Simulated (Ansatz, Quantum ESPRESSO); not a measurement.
# Work-function anisotropy of Sr, part 4 of 6

Aim: the work function of the low-index faces of Sr, their order, and how far the functional matters.

Quantum ESPRESSO 7.5; plane-wave DFT, PBE, GBRV ultrasoft pseudopotentials; geometry and cross-check by Ansatz 0.2.0 with PAW datasets.

So far. Step 7 (Relaxation with Ansatz of (100)): The relaxation lowers the energy by 2 meV an atom. Held were the atoms numbered 3; the forces quoted are those on the free ones. Step 11 (Electrostatic potential of (100)): On (100) the work function under LDA lies +0.14 eV from PBE's.

## 12. Geometry from Ansatz of (110)

Level of this step: plane-wave DFT, PBE, Ansatz PAW (Ansatz 0.2.0).

System of this step: Sr(110), 7 layers. The cell holds 7 atoms: 7 Sr. Cell: a = 6.080 Å, b = 4.299 Å, c = 28.898 Å, α = 90.0°, β = 90.0°, γ = 90.0°. It derives from Sr. Vacuum lies along c.

input.yaml reads:

```yaml
crystal:
  lattice:
    - [6.08, 0.0, 0.0]
    - [0.0, 4.2992092296, 0.0]
    - [0.0, 0.0, 28.8976276888]
  atoms:
    - { symbol: Sr, position: [0.0, 0.0, 0.2768393339] }
    - { symbol: Sr, position: [0.5, 0.5, 0.3512262226] }
    - { symbol: Sr, position: [0.0, 0.0, 0.4256131113] }
    - { symbol: Sr, position: [0.5, 0.5, 0.5] }
    - { symbol: Sr, position: [0.0, 0.0, 0.5743868887] }
    - { symbol: Sr, position: [0.5, 0.5, 0.6487737774] }
    - { symbol: Sr, position: [0.0, 0.0, 0.7231606661] }
kpoints:
  mp_grid: { grid: [4, 8, 1] }
hamiltonian:
  xc: pbe
scf:
  occupations: { method: fermi_dirac, width: 0.1 }
  convergence: { dr2_threshold: 1.0e-08 }
efield:
  axis: 3
  dipole_correction: true
  ramp_position: 0.97
  ramp_width: 0.04
relax:
  f_tol: 0.01
  constraints: [{ sites: [2, 3, 4] }]
output:
  write_potential: true
  write_density: true
  volumetric_format: npy
```

Run with:

```
$ ansatz run input.yaml --threads 4 --pin off --max-ram 8192MiB --backend cpu --events-out ev --progress --plain --runs-dir out
```

Numbers of over 12 decimals in the logs are rounded to 6 here.

The program printed:

```text
[...]
Crystal: 7 atoms, lattice volume = 755.361 Å³
Basis set: ecut = 420 eV, 14779 PW (Γ), exchange–correlation on 90×60×400 points (8 copies of the dense FFT grid, shifted against one another)
Bands: 42, of which v1, the nominal top of the filled ones, is band 35 counted from 1 (34 counted from 0)
Symmetry: 4 space group operations
k-points: 15 of 32
[...]
SCF iter   1: F=—  HF=-24808.502599 eV  |F-HF|=—  |Δ(HF+E_count)|=         —  Δρ=2.59e-3  dr2=3.15e0  ethr=1.77e-3  p=-0.000 e·Å  D=-7.73e-6 V/Å  ΔV_dip=0.00 eV  dr2_dipole=5.07e-7  V_vac-E_F(+/−)=2.24/2.24 eV  ⟨swp⟩=16.9  Hψ=9594  notcnv=0
[...]
SCF iter   9: F=-24808.390812 eV  HF=-24808.390812 eV  |F-HF|=4.20e-9  |Δ(HF+E_count)|=   8.78e-9  Δρ=4.53e-7  dr2=2.82e-9  ethr=1.43e-11  p=0.000 e·Å  D=1.01e-5 V/Å  ΔV_dip=-0.00 eV  dr2_dipole=1.54e-12  V_vac-E_F(+/−)=2.59/2.59 eV  ⟨swp⟩=11.1  Hψ=6336  notcnv=0
SCF 1 converged in 9 iterations: F = -24808.390812 eV  dr2 = 2.82e-9
[...]
relax step   1: F+E_penalty+E_count = -24808.39081249 eV  Δ(F+E_penalty+E_count) = +0.000e0 eV  max|allowed force component| = 7.598e-2 eV/Å  Δτ_max = 0.0000 Å  (9 SCF iters, accepted)
Bands: 49, of which v1, the nominal top of the filled ones, is band 35 counted from 1 (34 counted from 0)
[...]
SCF iter   7: F=-24808.397739 eV  HF=-24808.397739 eV  |F-HF|=1.72e-9  |Δ(HF+E_count)|=   1.18e-8  Δρ=6.59e-7  dr2=4.61e-9  ethr=1.43e-11  p=0.000 e·Å  D=9.46e-6 V/Å  ΔV_dip=-0.00 eV  dr2_dipole=2.04e-15  V_vac-E_F(+/−)=2.59/2.59 eV  ⟨swp⟩=11.1  Hψ=5367  notcnv=0
SCF 2 converged in 7 iterations: F = -24808.397739 eV  dr2 = 4.61e-9
relax step   2: F+E_penalty+E_count = -24808.39773877 eV  Δ(F+E_penalty+E_count) = -6.926e-3 eV  max|allowed force component| = 5.333e-2 eV/Å  Δτ_max = 0.0456 Å  (7 SCF iters, accepted)
SCF iter   1: F=—  HF=-24808.403518 eV  |F-HF|=—  |Δ(HF+E_count)|=         —  Δρ=7.82e-4  dr2=7.38e-2  ethr=9.22e-4  p=0.000 e·Å  D=9.46e-6 V/Å  ΔV_dip=-0.00 eV  dr2_dipole=1.29e-9  V_vac-E_F(+/−)=2.60/2.60 eV  ⟨swp⟩=6.6  Hψ=2121  notcnv=0
[...]
SCF iter   9: F=-24808.402764 eV  HF=-24808.402764 eV  |F-HF|=2.11e-9  |Δ(HF+E_count)|=   2.30e-9  Δρ=2.38e-7  dr2=2.38e-9  ethr=1.43e-11  p=0.000 e·Å  D=8.24e-6 V/Å  ΔV_dip=-0.00 eV  dr2_dipole=2.88e-13  V_vac-E_F(+/−)=2.59/2.59 eV  ⟨swp⟩=9.6  Hψ=4606  notcnv=0
SCF 3 converged in 9 iterations: F = -24808.402764 eV  dr2 = 2.38e-9
[...]
relax step   3: F+E_penalty+E_count = -24808.40276370 eV  Δ(F+E_penalty+E_count) = -5.025e-3 eV  max|allowed force component| = 7.111e-3 eV/Å  Δτ_max = 0.0946 Å  (9 SCF iters, accepted)
SCF iter   1: F=—  HF=-24808.403268 eV  |F-HF|=—  |Δ(HF+E_count)|=         —  Δρ=9.15e-5  dr2=6.43e-4  ethr=1.39e-5  p=0.000 e·Å  D=8.24e-6 V/Å  ΔV_dip=-0.00 eV  dr2_dipole=1.91e-11  V_vac-E_F(+/−)=2.59/2.59 eV  ⟨swp⟩=3.1  Hψ=1537  notcnv=0
[...]
SCF iter   6: F=-24808.402842 eV  HF=-24808.402842 eV  |F-HF|=5.19e-9  |Δ(HF+E_count)|=   5.21e-9  Δρ=3.96e-7  dr2=3.04e-9  ethr=1.43e-11  p=0.000 e·Å  D=8.38e-6 V/Å  ΔV_dip=-0.00 eV  dr2_dipole=2.46e-13  V_vac-E_F(+/−)=2.59/2.59 eV  ⟨swp⟩=11.6  Hψ=5611  notcnv=0
SCF 4 converged in 6 iterations: F = -24808.402842 eV  dr2 = 3.04e-9
relax step   4: F+E_penalty+E_count = -24808.40284236 eV  Δ(F+E_penalty+E_count) = -7.866e-5 eV  max|allowed force component| = 4.654e-4 eV/Å  Δτ_max = 0.0109 Å  (6 SCF iters, accepted)
[...]
SCF converged after 6 iterations
Free energy (F): -24808.402842 eV
[...]
Internal energy: -24808.084526 eV  (E = F + TS)
E sigma→0 (E₀):  -24808.243684 eV
Entropy (-TS):   -0.318316 eV (-45.474 meV/atom)
Fermi energy:    1.387254 eV
Dipole field:    D = 0.000009 V/Å  (p = 0.000036 e·Å, saw-weighted, corrected)
Work function:   Φ+ = 2.5902 eV   Φ− = 2.5904 eV
[...]
--- Forces (eV/Å), atoms counted from 1 ---
  atom   1  Sr     0.00000000     0.00000000     0.00046536
  atom   2  Sr     0.00000000     0.00000000     0.00006462
  atom   3  Sr     0.00000000     0.00000000     0.00812388
  atom   4  Sr     0.00000000     0.00000000    -0.00000002
  atom   5  Sr     0.00000000     0.00000000    -0.00812408
  atom   6  Sr     0.00000000     0.00000000    -0.00006471
  atom   7  Sr     0.00000000     0.00000000    -0.00046524
  max |Σ_I F_I| component: 2.01e-7 eV/Å
--- Band table (eV; the first three rows and the last of 15) ---
  k-point 0: bands = [... 31 lower, -0.1085, 0.7366, 0.9281, 1.2774, 1.4404, 1.7182, 1.8793, 2.1657, ... 10 higher]
  k-point 1: bands = [... 31 lower, 0.0266, 0.8589, 1.0597, 1.3725, 1.5506, 1.7653, 1.9342, 2.1043, ... 10 higher]
  k-point 2: bands = [... 31 lower, 0.3755, 1.1012, 1.3818, 1.4655, 1.7508, 1.8367, 1.9682, 1.9721, ... 10 higher]
  k-point 14: bands = [... 31 lower, 0.9657, 1.3618, 1.3825, 1.4271, 1.4278, 1.4420, 1.5216, 1.6086, ... 10 higher]
--- Relaxed structure (4 steps of the walk, 4 accepted, 0 SCFs on fresh bases) ---
  F+E_penalty+E_count = -24808.40284236 eV   max|allowed force component| = 4.654e-4 eV/Å
  atoms:
    - { symbol: Sr, position: [0.0, 0.0, 0.281313] }
    - { symbol: Sr, position: [0.5, 0.5, 0.353661] }
    - { symbol: Sr, position: [0.0, 0.0, 0.425613] }
    - { symbol: Sr, position: [0.5, 0.5, 0.500000] }
    - { symbol: Sr, position: [0.0, 0.0, 0.574387] }
    - { symbol: Sr, position: [0.5, 0.5, 0.646339] }
    - { symbol: Sr, position: [0.0, 0.0, 0.718687] }
```

The job ended after 60 s (4 threads of Arm Neoverse V1, shared host; peak memory 1.3 GiB; 4 min of CPU time).

Relaxation path:

```tsv
step	energy less that of the first step (eV)	largest force component (eV/Å)
1	0.0000	0.0760
2	-0.0069	0.0533
3	-0.0120	0.0071
4	-0.0120	0.0005
```

The atoms that moved most (Å):

```tsv
atom	dx	dy	dz	length
Sr7	0.000	0.000	-0.129	0.129
Sr1	0.000	0.000	0.129	0.129
Sr2	0.000	0.000	0.070	0.070
Sr6	0.000	0.000	-0.070	0.070
```

The relaxation lowers the energy by 2 meV an atom. Held were the atoms numbered 3, 4 and 5; the forces quoted are those on the free ones.

Read from the output:

| Quantity | Value |
| --- | --- |
| free energy | -24808.4028 eV |
| energy at zero smearing | -24808.2437 eV |
| smearing term TS | 0.3183 eV |
| Fermi energy | 1.387 eV |
| symmetry operations | 4 |
| work function of the upper face | 2.590 eV |
| work function of the lower face | 2.590 eV |
| dipole along the normal | 3.64e-5 e·Å |

(Part 4 of 6 ends here.)

[Logs are printed without paths, hosts, clocks, repeated set-up lines and the standing remarks that a program may print on its own settings, such as how far it seeks lower states.]

[Hosts, paths, dates, database ids (printed as entryN), source tags and the programs' standing remarks are cut or masked in the printed files.]

[Maps of the electrostatic potential energy from Ansatz leave out the sawtooth potential of an applied field or a dipole correction, so their vacuum need not be flat; planar profiles and work functions include it.]
